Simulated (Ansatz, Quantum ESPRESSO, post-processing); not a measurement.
# From contact to tunnelling: vacuum gaps between two Al(111) faces, part 3 of 3

Aim: how the conductance falls as the barrier grows, for vacuum gaps between two Al(111) faces.

Quantum ESPRESSO 7.5; plane-wave DFT, PBE, GBRV ultrasoft pseudopotentials; cross-check by Ansatz 0.2.0 with PAW datasets.

So far. Step 17 (The open system, 8 Å): T goes from 0.00196 to 2.9e-4, a factor of 6.7. Step 18 (The same in Ansatz, 8 Å): Ansatz finds T = 2.5e-4 against pwcond's 2.9e-4.

**19. SCF with pw.x, 9 Å**

Level of this step: plane-wave DFT, PBE, GBRV ultrasoft pseudopotentials (Quantum ESPRESSO 7.5).

File j6.scf.in:

```
&control
  prefix = 'j6.scf'
  outdir = './out'
  pseudo_dir = './pseudo'
  calculation = 'scf'
  tprnfor = .true.
/
&system
  ibrav = 0
  nat = 18
  ntyp = 1
  ecutwfc = 40
  ecutrho = 200
  occupations = 'smearing'
  smearing = 'mv'
  degauss = 0.01
/
&electrons
  conv_thr = 1e-07
  mixing_beta = 0.25
  electron_maxstep = 120
  mixing_mode = 'local-TF'
/
ATOMIC_SPECIES
  Al  26.9815  al_pbe_v1.uspp.F.UPF
CELL_PARAMETERS angstrom
  2.85671139599365 0.00000000000000 0.00000000000000
  1.42835569799683 2.47398464021101 0.00000000000000
  0.00000000000000 0.00000000000000 48.65241648794350
ATOMIC_POSITIONS crystal
  Al  0.000000000000 0.000000000000 0.000000000000
  Al  0.333333333000 0.333333333000 0.047942019244
  Al  0.666666667000 0.666666667000 0.095884038488
  Al  0.000000000000 0.000000000000 0.143826057732
  Al  0.333333333000 0.333333333000 0.191768076976
  Al  0.666666667000 0.666666667000 0.239710096219
  Al  0.000000000000 0.000000000000 0.287652115463
  Al  0.333333333000 0.333333333000 0.335594134707
  Al  0.666666667000 0.666666667000 0.383536153951
  Al  0.000000000000 0.000000000000 0.568521826805
  Al  0.333333333000 0.333333333000 0.616463846049
  Al  0.666666667000 0.666666667000 0.664405865293
  Al  0.000000000000 0.000000000000 0.712347884537
  Al  0.333333333000 0.333333333000 0.760289903781
  Al  0.666666667000 0.666666667000 0.808231923024
  Al  0.000000000000 0.000000000000 0.856173942268
  Al  0.333333333000 0.333333333000 0.904115961512
  Al  0.666666667000 0.666666667000 0.952057980756
K_POINTS automatic
  10 10 1 0 0 0
```

Command:

```console
$ OMP_NUM_THREADS=1 mpirun -n 4 pw.x -nk 4 -in j6.scf.in > j6.scf.out
```

Elapsed: 5.9 min, on 4 MPI ranks of Intel Xeon at 2.50GHz (Skylake/Cascade Lake), shared host; peak memory 0.7 GiB; 24 min of CPU time.

This step gave:

| Property | Result |
| --- | --- |
| free energy | -1641.6184 eV |
| Fermi energy | 6.470 eV |

**20. The open system, 9 Å**

File j6.cond.in:

```
&inputcond
  outdir = './out'
  prefixt = 'j6.scf'
  tran_file = 'j6.cond.dat'
  bdl = 2.4494897419
  bds = 17.0309176343
  ikind = 1
  ewind = 4.0
  epsproj = 1e-05
  nz1 = 7
  energy0 = 0.4
  denergy = -0.4
/
30
  0.00000000 0.00000000 0.00390625
  0.00000000 0.06250000 0.02343750
  0.00000000 0.12500000 0.02343750
  0.00000000 0.18750000 0.02343750
  0.00000000 0.25000000 0.02343750
  0.00000000 0.31250000 0.02343750
  0.00000000 0.37500000 0.02343750
  0.00000000 0.43750000 0.02343750
  0.00000000 0.50000000 0.01171875
  0.06250000 0.12500000 0.02343750
  0.06250000 0.18750000 0.04687500
  0.06250000 0.25000000 0.04687500
  0.06250000 0.31250000 0.04687500
  0.06250000 0.37500000 0.04687500
  0.06250000 0.43750000 0.04687500
  0.06250000 0.50000000 0.04687500
  0.12500000 0.25000000 0.02343750
  0.12500000 0.31250000 0.04687500
  0.12500000 0.37500000 0.04687500
  0.12500000 0.43750000 0.04687500
  0.12500000 0.50000000 0.04687500
  0.12500000 0.56250000 0.02343750
  0.18750000 0.37500000 0.02343750
  0.18750000 0.43750000 0.04687500
  0.18750000 0.50000000 0.04687500
  0.18750000 0.56250000 0.04687500
  0.25000000 0.50000000 0.02343750
  0.25000000 0.56250000 0.04687500
  0.25000000 0.62500000 0.02343750
  0.31250000 0.62500000 0.02343750
3
```

Command:

```console
$ OMP_NUM_THREADS=1 mpirun -n 4 pwcond.x -in j6.cond.in > j6.cond.out
```

The job ended after 3.5 min (4 MPI ranks; peak memory 0.3 GiB; 14 min of CPU time).

Numbers from this step:

| Item | Value |
| --- | --- |
| lead channels at the Fermi level, one spin | 1.363 |
| transmission at the Fermi level, one spin | 4.01e-5 |
| conductance | 4.01e-5 G₀ |

Per spin; mean over the k mesh across the current. Transmission, zone mean against energy, zero at the Fermi level:

```csv
energy (eV),"transmission, zone mean"
-0.400,2.0e-5
0.000,4.0e-5
0.400,6.6e-5
```

T goes from 2.9e-4 to 4.0e-5, a factor of 7.3.

**21. The same in Ansatz, 9 Å**

Level of this step: plane-wave DFT, PBE, Ansatz PAW (Ansatz 0.2.0).

File input.yaml:

```yaml
crystal:
  lattice:
    - [2.856711396, 0.0, 0.0]
    - [1.428355698, 2.4739846402, 0.0]
    - [0.0, 0.0, 48.6524164879]
  atoms:
    - { symbol: Al, position: [0.0, 0.0, 0.0] }
    - { symbol: Al, position: [0.333333333, 0.333333333, 0.0479420192] }
    - { symbol: Al, position: [0.666666667, 0.666666667, 0.0958840385] }
    - { symbol: Al, position: [0.0, 0.0, 0.1438260577] }
    - { symbol: Al, position: [0.333333333, 0.333333333, 0.191768077] }
    - { symbol: Al, position: [0.666666667, 0.666666667, 0.2397100962] }
    - { symbol: Al, position: [0.0, 0.0, 0.2876521155] }
    - { symbol: Al, position: [0.333333333, 0.333333333, 0.3355941347] }
    - { symbol: Al, position: [0.666666667, 0.666666667, 0.383536154] }
    - { symbol: Al, position: [0.0, 0.0, 0.5685218268] }
    - { symbol: Al, position: [0.333333333, 0.333333333, 0.616463846] }
    - { symbol: Al, position: [0.666666667, 0.666666667, 0.6644058653] }
    - { symbol: Al, position: [0.0, 0.0, 0.7123478845] }
    - { symbol: Al, position: [0.333333333, 0.333333333, 0.7602899038] }
    - { symbol: Al, position: [0.666666667, 0.666666667, 0.808231923] }
    - { symbol: Al, position: [0.0, 0.0, 0.8561739423] }
    - { symbol: Al, position: [0.333333333, 0.333333333, 0.9041159615] }
    - { symbol: Al, position: [0.666666667, 0.666666667, 0.9520579808] }
kpoints:
  mp_grid: { grid: [10, 10, 1] }
hamiltonian:
  xc: pbe
scf:
  occupations: { method: fermi_dirac, width: 0.1 }
  convergence: { dr2_threshold: 1.0e-08 }
output:
  transmission: { leads: [[0, 3]], e_range: [-0.4, 0.4], de: 0.4, kmesh: [16, 16] }
  write_potential: true
  write_density: true
  volumetric_format: npy
  elf: true
```

Command:

```console
$ ansatz run input.yaml --threads 4 --pin off --max-ram 8192MiB --backend cpu --events-out ev --progress --plain --runs-dir out
```

It took 30 s on 4 threads; peak memory 0.88 GiB.

Read from the output:

| Property | Result |
| --- | --- |
| free energy | -9674.3764 eV |
| energy at zero smearing | -9674.2432 eV |
| smearing term TS | 0.2663 eV |
| Fermi energy | 6.400 eV |
| transmission at the Fermi level, one spin | 3.48e-5 |
| lead channels at the Fermi level, one spin | 1.316 |

Per spin; mean over the k mesh across the current. The transmission, zone mean by energy, zero at the Fermi level:

```csv
energy (eV),"transmission, zone mean"
-0.400,1.8e-5
0.000,3.5e-5
0.400,7.2e-5
```

Ansatz finds T = 3.5e-5 against pwcond's 4.0e-5.

**22. The series side by side**

All levels:

```csv
level,T by pwcond,T by Ansatz,lead channels,CPU time (s)
3 Å,-,0.9762,-,3814
4 Å,0.3476,0.3325,1.387,2222
5 Å,0.07421,0.06983,1.363,1691
6 Å,0.0131,0.01121,1.363,1869
7 Å,0.001956,0.001725,1.363,1666
8 Å,2.92e-4,2.55e-4,1.363,2146
9 Å,4.01e-5,3.48e-5,1.363,2260
```

**23. A check by hand**

G = 0.348 × 77.48 µS = 26.9 µS a cell. Times the area of 7.067 Å², the resistance-area product is A/G = 2.62 fΩ m², the leads' contact resistance included.

Free electrons at 3 an atom (3 atoms in 49.5 Å³) have k_F = 1.753 1/Å and offer A k_F²/4π = 1.73 channels per spin; the lead has 1.39 on this mesh.

κ = ln(T₁/T₂)/(2Δd) = ln(0.0002921/4.009e-05)/(2 × 1 Å) = 0.99 1/Å.

**24. Results**

```
conductance a cell at 4 Å                 : 0.348 G₀
conductance a cell at 5 Å                 : 0.0742 G₀
conductance a cell at 6 Å                 : 0.0131 G₀
conductance a cell at 7 Å                 : 0.00196 G₀
conductance a cell at 8 Å                 : 2.9e-4 G₀
conductance a cell at 9 Å                 : 4.0e-5 G₀
fall of ln T per Å over the last interval : 1.99
```

In words: The conductance goes from 0.348 G₀ at 4 Å to 4.0e-5 G₀ at 9 Å (PBE, GBRV ultrasoft). Interval by interval ln T falls by 1.54, 1.73, 1.90, 1.90 and 1.99 per Å. The last interval gives κ = 0.99 1/Å in T ∝ exp(−2κd), an apparent barrier of (κ/0.512)² = 3.8 eV. Ansatz follows the series within a factor of 1.17. Points with over 2.5 times the mean carry up to 80 % of T, so the means lean on few points, and the mesh was not tested. The geometries are as built, not relaxed, and the leads are short. Semilocal functionals lack the image potential in a vacuum gap.

[Long decimals in the printed logs are rounded to 6 places.]

[Logs are printed without paths, hosts, clocks, repeated set-up lines and the standing remarks that a program may print on its own settings, such as how far it seeks lower states.]

[Hosts, paths, dates, database ids (printed as entryN), source tags and the programs' standing remarks are cut or masked in the printed files.]

[Maps of the electrostatic potential energy from Ansatz leave out the sawtooth potential of an applied field or a dipole correction, so their vacuum need not be flat; planar profiles and work functions include it.]
